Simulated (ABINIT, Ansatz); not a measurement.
# Ba2SrTeO6 (R-3): G0W0 with ABINIT, start to end, part 2 of 3

Aim: the G0W0 gap of Ba2SrTeO6 (R-3) on LDA, step by step.

ABINIT 10.8.3; LDA and many-body steps on it, plane waves. Known limits of the many-body steps: not at the basis limit; no spin-orbit coupling; coarse k mesh.

So far. Step 2 (Ground state): The gap is indirect, with the least direct gap 0.13 eV higher.

## 3. Bands along the symmetry lines

Level of this step: DFT, LDA, plane waves, norm-conserving pseudopotentials (ABINIT).

The cheap functional maps the bands first; the places of the edges decide which points the dearer methods must see.

run.abi reads:

```
acell 3*1.0 Angstrom
rprim 
  3.094471017325 1.786593674874 4.966610984592
  -3.094471017325 1.786593674874 4.966610984592
  0.000000000000 -3.573187349682 4.966610984616
ntypat 4
znucl 56 38 52 8
natom 10
typat 1 1 2 3 4 4 4 4 4 4
xred 
  0.252060000000 0.252060000000 0.252060000000
  0.747940000000 0.747940000000 0.747940000000
  0.000000000000 0.000000000000 0.000000000000
  0.500000000000 0.500000000000 0.500000000000
  0.328441000000 0.717506000000 0.226340000000
  0.717506000000 0.226340000000 0.328441000000
  0.226340000000 0.328441000000 0.717506000000
  0.671559000000 0.282494000000 0.773660000000
  0.773660000000 0.671559000000 0.282494000000
  0.282494000000 0.773660000000 0.671559000000
pp_dirpath "pseudos"
pseudos "Ba.upf, Sr.upf, Te.upf, O.upf"
ecut 42
iscf -2
irdden 1
kptopt 0
nkpt 31
kpt 
  0.00000000 0.00000000 0.00000000
  0.12500000 0.12500000 0.12500000
  0.25000000 0.25000000 0.25000000
  0.37500000 0.37500000 0.37500000
  0.50000000 0.50000000 0.50000000
  0.56176682 0.43823318 0.50000000
  0.62353363 0.37646637 0.50000000
  0.68530044 0.31469956 0.50000000
  0.74706726 0.25293274 0.50000000
  0.50000000 -0.25293274 0.25293274
  0.50000000 -0.18969955 0.18969955
  0.50000000 -0.12646637 0.12646637
  0.50000000 -0.06323318 0.06323318
  0.50000000 0.00000000 0.00000000
  0.37500000 0.00000000 0.00000000
  0.25000000 0.00000000 0.00000000
  0.12500000 0.00000000 0.00000000
  0.00000000 0.00000000 0.00000000
  0.09411659 -0.09411659 0.00000000
  0.18823318 -0.18823318 0.00000000
  0.28234978 -0.28234978 0.00000000
  0.37646637 -0.37646637 -0.00000000
  0.62353363 0.00000000 0.37646637
  0.59265022 0.00000000 0.40734978
  0.56176681 0.00000000 0.43823318
  0.53088341 0.00000000 0.46911659
  0.50000000 0.00000000 0.50000000
  0.37500000 0.00000000 0.37500000
  0.25000000 0.00000000 0.25000000
  0.12500000 0.00000000 0.12500000
  0.00000000 0.00000000 0.00000000
istwfk *1
nband 52
nbdbuf 2
tolwfr 1e-08
nstep 40
prtwf 0
prtvol 0
indata_prefix "in"
outdata_prefix "out"
tmpdata_prefix "tmp"
```

Launch:

```bash
OMP_NUM_THREADS=1 mpirun -n 4 abinit run.abi > log
```

Numbers of over 12 decimals in the logs are rounded to 6 here.

The program printed:

```text
.Version 10.8.3 of ABINIT. v10.8.2 released Aug 2026.

 Symmetries : space group R-3 (#148); Bravais hR (rhombohedral)
[... echo of the input left out ...]
== DATASET  1 ==================================================================
-   mpi_nproc: 4, omp_nthreads: 1 (-1 if OMP is not activated)

--- !DatasetInfo
iteration_state: {dtset: 1, }
dimensions: {natom: 10, nkpt: 31, mband: 52, nsppol: 1, nspinor: 1, nspden: 1, mpw: 14476, }
cutoff_energies: {ecut:  42.0, pawecutdg:  -1.0, }
electrons: {nelect:   9.00000000E+01, charge:   0.00000000E+00, occopt:   1.00000000E+00, tsmear:   1.00000000E-02, }

 Real(R)+Recip(G) space primitive vectors, cartesian coordinates (Bohr,Bohr^-1):
 R(1)=  5.8477027  3.3761727  9.3855345  G(1)=  0.0855037  0.0493656  0.0355156
 R(2)= -5.8477027  3.3761727  9.3855345  G(2)= -0.0855037  0.0493656  0.0355156
 R(3)=  0.0000000 -6.7523455  9.3855345  G(3)=  0.0000000 -0.0987311  0.0355156
 Unit cell volume ucvol=  1.1117835E+03 bohr^3
 Angles (23,13,12)=  6.07641957E+01  6.07641957E+01  6.07641957E+01 degrees

 getcut: wavevector=  0.0000  0.0000  0.0000  ngfft=  72  72  72
         ecut(hartree)=     42.000   => boxcut(ratio)=   2.13483

--- Pseudopotential description ------------------------------------------------
- Ba Generated using ONCVPSP code by D. R. Hamann
- 56.00000  10.00000  180309                  znucl, zion, pspdat
12 -1012 2 -1 1912                            pspcod,pspxc,lmax,lloc,mmax
     nproj     2     2     2
  pspatm : epsatm=   25.95172157
         --- l  ekb(1:nproj) -->
             0    6.668455    0.685657
             1    5.046948    0.410312
             2    2.551809    0.419281
 pspatm: atomic psp has been read  and splines computed

- Sr Generated using ONCVPSP code by D. R. Hamann
- 38.00000  10.00000  180309                  znucl, zion, pspdat
12 -1012 2 -1 1812                            pspcod,pspxc,lmax,lloc,mmax
     nproj     2     2     2
  pspatm : epsatm=   12.22067766
         --- l  ekb(1:nproj) -->
[...]
pspatm: atomic psp has been read  and splines computed

- Te Generated using ONCVPSP code by D. R. Hamann
- 52.00000  24.00000  180309                  znucl, zion, pspdat
12 -1012 2 -1 1278                            pspcod,pspxc,lmax,lloc,mmax
     nproj     2     2     2
  pspatm : epsatm=   29.40961451
         --- l  ekb(1:nproj) -->
[...]
pspatm: atomic psp has been read  and splines computed

- O Generated using ONCVPSP code by D. R. Hamann
-  8.00000   6.00000  201201                  znucl, zion, pspdat
12 -1012 2 -1 926                             pspcod,pspxc,lmax,lloc,mmax
     nproj     2     2     1
  pspatm : epsatm=    6.24525921
         --- l  ekb(1:nproj) -->
[...]
2   -1.033686
 pspatm: atomic psp has been read  and splines computed

[...]
Non-SCF case, kpt   31 (  0.00000  0.00000  0.00000), residuals and eigenvalues=
[...]
1.5344E-01  1.5563E-01  1.5563E-01  1.6206E-01  1.6206E-01  1.6349E-01
  1.8167E-01  1.8167E-01  1.8184E-01  2.9461E-01  3.6850E-01  3.6850E-01
[...]
--- !ResultsGS
iteration_state: {dtset: 1, }
comment   : Summary of ground state results
lattice_vectors:
- [  5.8477027,   3.3761727,   9.3855345, ]
- [ -5.8477027,   3.3761727,   9.3855345, ]
- [  0.0000000,  -6.7523455,   9.3855345, ]
lattice_lengths: [  11.56211,   11.56211,   11.56211, ]
lattice_angles: [ 60.764,  60.764,  60.764, ] # degrees, (23, 13, 12)
lattice_volume:   1.1117835E+03
convergence: {deltae:  0.000E+00, res2:  0.000E+00, residm:  9.989E-09, diffor:  0.000E+00, }
etotal    :  -4.71118166E+02
entropy   :   0.00000000E+00
fermie    :   1.86600941E-01
cartesian_stress_tensor: null
pressure_GPa: null
xred      :
- [  2.5206E-01,   2.5206E-01,   2.5206E-01, Ba]
- [  7.4794E-01,   7.4794E-01,   7.4794E-01, Ba]
- [  0.0000E+00,   0.0000E+00,   0.0000E+00, Sr]
- [  5.0000E-01,   5.0000E-01,   5.0000E-01, Te]
- [  3.2844E-01,   7.1751E-01,   2.2634E-01,  O]
- [  7.1751E-01,   2.2634E-01,   3.2844E-01,  O]
- [  2.2634E-01,   3.2844E-01,   7.1751E-01,  O]
- [  6.7156E-01,   2.8249E-01,   7.7366E-01,  O]
- [  7.7366E-01,   6.7156E-01,   2.8249E-01,  O]
- [  2.8249E-01,   7.7366E-01,   6.7156E-01,  O]
cartesian_forces: null
force_length_stats: {min: null, max: null, mean: null, }

 Integrated electronic density in atomic spheres:
 ------------------------------------------------
 Atom  Sphere_radius  Integrated_density
[...]
================================================================================

 ----iterations are completed or convergence reached----

 Mean square residual over all n,k,spin=   55.690E-10; max=  99.891E-10
 reduced coordinates (array xred) for   10 atoms
[...]
0.773660000000      0.671559000000      0.282494000000
       0.282494000000      0.773660000000      0.671559000000

 cartesian coordinates (angstrom) at end:
[...]
length scales=  1.889726125908  1.889726125908  1.889726125908 bohr
              =  1.000000000000  1.000000000000  1.000000000000 angstroms
 prteigrs : about to open file out_EIG
 Eigenvalues (hartree) for nkpt=  31  k points:
 kpt#   1, nband= 52, wtk=  1.00000, kpt=  0.0000  0.0000  0.0000 (reduced coord)
[...]
kpt#   2, nband= 52, wtk=  1.00000, kpt=  0.1250  0.1250  0.1250 (reduced coord)
[...]
kpt#   3, nband= 52, wtk=  1.00000, kpt=  0.2500  0.2500  0.2500 (reduced coord)
[...]
kpt#  30, nband= 52, wtk=  1.00000, kpt=  0.1250  0.0000  0.1250 (reduced coord)
[...]
0.39126    0.39429    0.39890    0.40247
 kpt#  31, nband= 52, wtk=  1.00000, kpt=  0.0000  0.0000  0.0000 (reduced coord)
[...]
0.11040    0.11434    0.12000    0.12000    0.15344    0.15563    0.15563    0.16206
   0.16206    0.16349    0.18167    0.18167    0.18184    0.29461    0.36850    0.36850
   0.38832    0.39256    0.39589    0.39589

== END DATASET(S) ==============================================================
================================================================================

 -outvars: echo values of variables after computation  --------
            nband          52
             nkpt          31
          spgroup         148
 [... the other variables as echoed above ...]

 Calculation completed.
```

It took 8.6 min on 4 MPI ranks of Intel Xeon Platinum 8259CL at 2.50GHz (Skylake/Cascade Lake), shared host; peak memory 0.81 GiB; 34 min of CPU time.

Numbers from this step:

```
gap                        : 2.939 eV
k of the valence top       : 0.5, 0, 0.5
k of the conduction bottom : 0, 0, 0
least direct gap           : 3.069 eV
```

The gap is 2.939 eV, as in the run before at this level.

The electronic bands at the labelled points (eV, zero at the top of the highest filled band):

```csv
point,band 42,band 43,band 44,band 45,band 46,band 47,band 48,band 49
Γ,-0.63,-0.13,-0.13,-0.13,2.94,4.95,4.95,5.49
halfway,-0.80,-0.20,-0.20,-0.16,3.58,5.33,5.33,5.46
T,-0.80,-0.26,-0.26,-0.22,4.23,5.47,6.08,6.08
halfway,-0.79,-0.45,-0.26,-0.22,3.95,5.84,6.08,6.20
H2,-0.90,-0.69,-0.22,-0.19,3.69,6.05,6.23,6.31
jump to H0,-0.90,-0.69,-0.22,-0.19,3.69,6.05,6.23,6.31
halfway,-0.81,-0.44,-0.19,-0.16,3.89,5.86,6.04,6.23
L,-0.72,-0.34,-0.19,-0.06,4.16,5.50,5.90,6.08
halfway,-0.69,-0.22,-0.16,-0.08,3.55,5.28,5.40,5.63
Γ,-0.63,-0.13,-0.13,-0.13,2.94,4.95,4.95,5.49
halfway,-0.77,-0.23,-0.18,-0.10,3.69,5.38,5.64,5.76
S0,-0.81,-0.50,-0.47,-0.06,3.64,6.02,6.18,6.33
jump to S2,-0.81,-0.50,-0.47,-0.06,3.64,6.02,6.18,6.33
halfway,-0.79,-0.60,-0.59,-0.02,3.46,6.02,6.10,6.24
F,-0.77,-0.66,-0.65,0.00,3.39,6.02,6.03,6.16
halfway,-0.77,-0.30,-0.27,-0.05,3.51,5.36,5.49,5.71
Γ,-0.63,-0.13,-0.13,-0.13,2.94,4.95,4.95,5.49
```

## 4. Empty states on the mesh, 2×2×2 mesh, 524 bands

The sums over transitions need many empty states on a uniform mesh; this step solves for them.

run.abi reads:

```
acell 3*1.0 Angstrom
rprim 
  3.094471017325 1.786593674874 4.966610984592
  -3.094471017325 1.786593674874 4.966610984592
  0.000000000000 -3.573187349682 4.966610984616
ntypat 4
znucl 56 38 52 8
natom 10
typat 1 1 2 3 4 4 4 4 4 4
xred 
  0.252060000000 0.252060000000 0.252060000000
  0.747940000000 0.747940000000 0.747940000000
  0.000000000000 0.000000000000 0.000000000000
  0.500000000000 0.500000000000 0.500000000000
  0.328441000000 0.717506000000 0.226340000000
  0.717506000000 0.226340000000 0.328441000000
  0.226340000000 0.328441000000 0.717506000000
  0.671559000000 0.282494000000 0.773660000000
  0.773660000000 0.671559000000 0.282494000000
  0.282494000000 0.773660000000 0.671559000000
pp_dirpath "pseudos"
pseudos "Ba.upf, Sr.upf, Te.upf, O.upf"
ecut 42
ngkpt 2 2 2
nshiftk 1
shiftk 0 0 0
kptopt 1
chksymbreak 0
iscf -2
irdden 1
istwfk *1
nband 524
nbdbuf 46
tolwfr 1e-09
nstep 60
prtvol 0
indata_prefix "in"
outdata_prefix "out"
tmpdata_prefix "tmp"
```

The program printed:

```text
.Version 10.8.3 of ABINIT. v10.8.2 released Aug 2026.

 Symmetries : space group R-3 (#148); Bravais hR (rhombohedral)
[... echo of the input left out ...]
== DATASET  1 ==================================================================
-   mpi_nproc: 4, omp_nthreads: 1 (-1 if OMP is not activated)

--- !DatasetInfo
iteration_state: {dtset: 1, }
dimensions: {natom: 10, nkpt: 4, mband: 524, nsppol: 1, nspinor: 1, nspden: 1, mpw: 14476, }
cutoff_energies: {ecut:  42.0, pawecutdg:  -1.0, }
electrons: {nelect:   9.00000000E+01, charge:   0.00000000E+00, occopt:   1.00000000E+00, tsmear:   1.00000000E-02, }

 Real(R)+Recip(G) space primitive vectors, cartesian coordinates (Bohr,Bohr^-1):
 R(1)=  5.8477027  3.3761727  9.3855345  G(1)=  0.0855037  0.0493656  0.0355156
 R(2)= -5.8477027  3.3761727  9.3855345  G(2)= -0.0855037  0.0493656  0.0355156
 R(3)=  0.0000000 -6.7523455  9.3855345  G(3)=  0.0000000 -0.0987311  0.0355156
 Unit cell volume ucvol=  1.1117835E+03 bohr^3
 Angles (23,13,12)=  6.07641957E+01  6.07641957E+01  6.07641957E+01 degrees

 getcut: wavevector=  0.0000  0.0000  0.0000  ngfft=  72  72  72
         ecut(hartree)=     42.000   => boxcut(ratio)=   2.13483

--- Pseudopotential description ------------------------------------------------
- Ba Generated using ONCVPSP code by D. R. Hamann
- 56.00000  10.00000  180309                  znucl, zion, pspdat
12 -1012 2 -1 1912                            pspcod,pspxc,lmax,lloc,mmax
     nproj     2     2     2
  pspatm : epsatm=   25.95172157
         --- l  ekb(1:nproj) -->
             0    6.668455    0.685657
             1    5.046948    0.410312
             2    2.551809    0.419281
 pspatm: atomic psp has been read  and splines computed

- Sr Generated using ONCVPSP code by D. R. Hamann
- 38.00000  10.00000  180309                  znucl, zion, pspdat
12 -1012 2 -1 1812                            pspcod,pspxc,lmax,lloc,mmax
     nproj     2     2     2
  pspatm : epsatm=   12.22067766
         --- l  ekb(1:nproj) -->
[...]
pspatm: atomic psp has been read  and splines computed

- Te Generated using ONCVPSP code by D. R. Hamann
- 52.00000  24.00000  180309                  znucl, zion, pspdat
12 -1012 2 -1 1278                            pspcod,pspxc,lmax,lloc,mmax
     nproj     2     2     2
  pspatm : epsatm=   29.40961451
         --- l  ekb(1:nproj) -->
[...]
pspatm: atomic psp has been read  and splines computed

- O Generated using ONCVPSP code by D. R. Hamann
-  8.00000   6.00000  201201                  znucl, zion, pspdat
12 -1012 2 -1 926                             pspcod,pspxc,lmax,lloc,mmax
     nproj     2     2     1
  pspatm : epsatm=    6.24525921
         --- l  ekb(1:nproj) -->
[...]
2   -1.033686
 pspatm: atomic psp has been read  and splines computed

[...]
1.58E-03  1.04E-04  8.09E-04  1.88E-03
 -5.6717E+00 -3.8413E+00 -3.8411E+00 -3.8411E+00 -1.1801E+00 -1.1801E+00
 -1.1770E+00 -1.1767E+00 -1.1767E+00 -9.8338E-01 -7.4589E-01 -7.4277E-01
 -4.8492E-01 -4.2071E-01 -4.2071E-01 -4.1879E-01 -3.7786E-01 -3.7786E-01
[...]
4.0626E+00  4.0627E+00  4.0751E+00  4.0781E+00  4.0783E+00  4.0880E+00
  4.0885E+00  4.0962E+00  4.1030E+00  4.1046E+00  4.1106E+00  4.1176E+00
  4.1190E+00  4.1216E+00
 prteigrs : prtvol=0 or 1, do not print more k-points.

--- !ResultsGS
iteration_state: {dtset: 1, }
comment   : Summary of ground state results
lattice_vectors:
- [  5.8477027,   3.3761727,   9.3855345, ]
- [ -5.8477027,   3.3761727,   9.3855345, ]
- [  0.0000000,  -6.7523455,   9.3855345, ]
lattice_lengths: [  11.56211,   11.56211,   11.56211, ]
lattice_angles: [ 60.764,  60.764,  60.764, ] # degrees, (23, 13, 12)
lattice_volume:   1.1117835E+03
convergence: {deltae:  0.000E+00, res2:  0.000E+00, residm:  9.958E-10, diffor:  0.000E+00, }
etotal    :  -4.71118166E+02
entropy   :   0.00000000E+00
fermie    :   1.86600941E-01
cartesian_stress_tensor: null
pressure_GPa: null
xred      :
- [  2.5206E-01,   2.5206E-01,   2.5206E-01, Ba]
- [  7.4794E-01,   7.4794E-01,   7.4794E-01, Ba]
- [  0.0000E+00,   0.0000E+00,   0.0000E+00, Sr]
- [  5.0000E-01,   5.0000E-01,   5.0000E-01, Te]
- [  3.2844E-01,   7.1751E-01,   2.2634E-01,  O]
- [  7.1751E-01,   2.2634E-01,   3.2844E-01,  O]
- [  2.2634E-01,   3.2844E-01,   7.1751E-01,  O]
- [  6.7156E-01,   2.8249E-01,   7.7366E-01,  O]
- [  7.7366E-01,   6.7156E-01,   2.8249E-01,  O]
- [  2.8249E-01,   7.7366E-01,   6.7156E-01,  O]
cartesian_forces: null
force_length_stats: {min: null, max: null, mean: null, }

 Integrated electronic density in atomic spheres:
 ------------------------------------------------
 Atom  Sphere_radius  Integrated_density
[...]
================================================================================

 ----iterations are completed or convergence reached----

 Mean square residual over all n,k,spin=   48.511E-11; max=  99.578E-11
 reduced coordinates (array xred) for   10 atoms
[...]
0.773660000000      0.671559000000      0.282494000000
       0.282494000000      0.773660000000      0.671559000000

 cartesian coordinates (angstrom) at end:
    1      0.000000     1.664e-11     3.755652
    2     -0.000000     4.936e-11    11.144181
[...]
10     -1.519899    -0.512688     8.580878
 length scales=  1.889726125908  1.889726125908  1.889726125908 bohr
              =  1.000000000000  1.000000000000  1.000000000000 angstroms
 prteigrs : about to open file out_EIG
 Eigenvalues (hartree) for nkpt=   4  k points:
 kpt#   1, nband=524, wtk=  0.12500, kpt=  0.0000  0.0000  0.0000 (reduced coord)
[...]
4.03800    4.03994    4.04354    4.04354    4.04936    4.04937    4.06262    4.06265
   4.07512    4.07808    4.07826    4.08796    4.08849    4.09618    4.10298    4.10463
   4.11064    4.11759    4.11901    4.12161
 prteigrs : prtvol=0 or 1, do not print more k-points.

== END DATASET(S) ==============================================================
================================================================================

 -outvars: echo values of variables after computation  --------
            nband         524
             nkpt           4
          spgroup         148
 [... the other variables as echoed above ...]

 Calculation completed.
```

It took 26 min on 4 MPI ranks; peak memory 1 GiB; 1.7 h of CPU time.

Numbers from this step:

| Property | Result |
| --- | --- |
| gap | 2.939 eV |
| k of the valence top | 0.5, 0.5, 0 |
| k of the conduction bottom | 0, 0, 0 |
| least direct gap | 3.069 eV |
| k points computed | 4 |
| lowest point of the top converged band, above the valence top | 100.5145 eV |

On this mesh the gap is 2.939 eV.

## 5. Screening, 2×2×2 mesh, 478 bands, screening to 217.7 eV

The RPA dielectric matrix is built and inverted for each q.

This step: RPA screening on LDA, plane waves, norm-conserving pseudopotentials.

run.abi, as its differences from that of step 4:

```diff
@@ -28,10 +28,11 @@
 chksymbreak 0
-iscf -2
-irdden 1
 istwfk *1
-nband 524
-nbdbuf 46
-tolwfr 1e-09
-nstep 60
-prtvol 0
+occopt 1
+irdwfk 1
+optdriver 3
+nband 478
+ecuteps 8
+inclvkb 2
+awtr 1
+symchi 1
 indata_prefix "in"
```

The program printed:

```text
.Version 10.8.3 of ABINIT. v10.8.2 released Aug 2026.

 Symmetries : space group R-3 (#148); Bravais hR (rhombohedral)
[... echo of the input left out ...]
== DATASET  1 ==================================================================
-   mpi_nproc: 4, omp_nthreads: 1 (-1 if OMP is not activated)

--- !DatasetInfo
iteration_state: {dtset: 1, }
dimensions: {natom: 10, nkpt: 4, mband: 478, nsppol: 1, nspinor: 1, nspden: 1, mpw: 14476, }
cutoff_energies: {ecut:  42.0, pawecutdg:  -1.0, }
electrons: {nelect:   9.00000000E+01, charge:   0.00000000E+00, occopt:   1.00000000E+00, tsmear:   1.00000000E-02, }

 SCREENING: Calculation of the susceptibility and dielectric matrices

 Based on a program developped by R.W. Godby, V. Olevano, G. Onida, and L. Reining.
 Incorporated in ABINIT by V. Olevano, G.-M. Rignanese, and M. Torrent.
.Using double precision arithmetic ; gwpc =  8

[... cell and pseudopotentials left out ...]
--------------------------------------------------------------------------------

 ==== K-mesh for the wavefunctions ====
 Number of points in the irreducible wedge :     4
[... list of points left out ...]
 Together with  6 symmetry operations and time-reversal symmetry
 yields     8 points in the full Brillouin Zone.

 ==== Q-mesh for the screening function ====
 Number of points in the irreducible wedge :     4
[... list of points left out ...]
 Together with  6 symmetry operations and time-reversal symmetry
 yields     8 points in the full Brillouin Zone.

 setmesh: FFT mesh size selected  =    50x   50x   50
          total number of points  =       125000

 vcoul_init : cutoff-mode = AUXILIARY_FUNCTION
 q-points for optical limit:   1
     1)      0.000010    0.000020    0.000030

- screening: taking advantage of time-reversal symmetry
- Maximum band index for partially occupied states nbvw = 45
- Remaining bands to be divided among processors   nbcw = 433
- Number of bands treated by each node ~108

 Number of electrons calculated from density =   90.0000; Expected =   90.0000
 average of density, n =  0.080951
 r_s =    1.4340
 omega_plasma =   27.4452 [eV]

 calculating chi0 at frequencies [eV] :
  1    0.000000E+00    0.000000E+00
  2    0.000000E+00    2.744522E+01

--------------------------------------------------------------------------------
  q-point number  1        q = ( 0.000000, 0.000000, 0.000000) [r.l.u.]
--------------------------------------------------------------------------------
[... chi0 elements left out ...]
 For q-point:  0.000010 0.000020 0.000030
  dielectric constant =   4.0041
  dielectric constant without local fields =   4.5001

  Average fulfillment of the sum rule on Im[epsilon] for q-point    1 :     78.62  [%]
[... wings left out ...]
  q-point number  2        q = ( 0.500000, 0.000000, 0.000000) [r.l.u.]
--------------------------------------------------------------------------------
[... chi0 elements left out ...]
  Average fulfillment of the sum rule on Im[epsilon] for q-point    2 :     81.91  [%]

 [... 2 further q-points ...]
```

Run time: 28 min. Hardware: 4 MPI ranks; peak memory 6.2 GiB.

Numbers from this step:

```
ε∞ with local fields, on this mesh, along the program's q direction : 4.004
the same without local fields                                       : 4.500
plasma frequency                                                    : 27.45 eV
plane waves in the screening matrix                                 : 1241
```

Local fields lower ε∞ by 11 %. On a Γ-centred mesh this coarse the value itself is usually too large, while a short band sum pulls it down.

(Continued in part 3 of 3.)

[Paths, hosts, dates, memory and timing lines, banners, echoed tables and standing remarks are left out of the program output.]

[Logs are printed without paths, hosts, clocks, repeated set-up lines and the standing remarks that a program may print on its own settings, such as how far it seeks lower states.]

[Runs of the session that timed out or met a known fault of the program may be left out.]

[Hosts, paths, dates, database ids (printed as entryN), source tags and the programs' standing remarks are cut or masked in the printed files.]

[G0W0 gaps are taken among the corrected bands and points alone; a level outside them can change the order at an edge.]

[Where Ansatz stands beside ABINIT at settings called matched, ABINIT's density can come from a denser mesh and the files from another edition; pairs whose starting gaps differed by over 0.03 eV were left out, so agreement reads better than it is.]
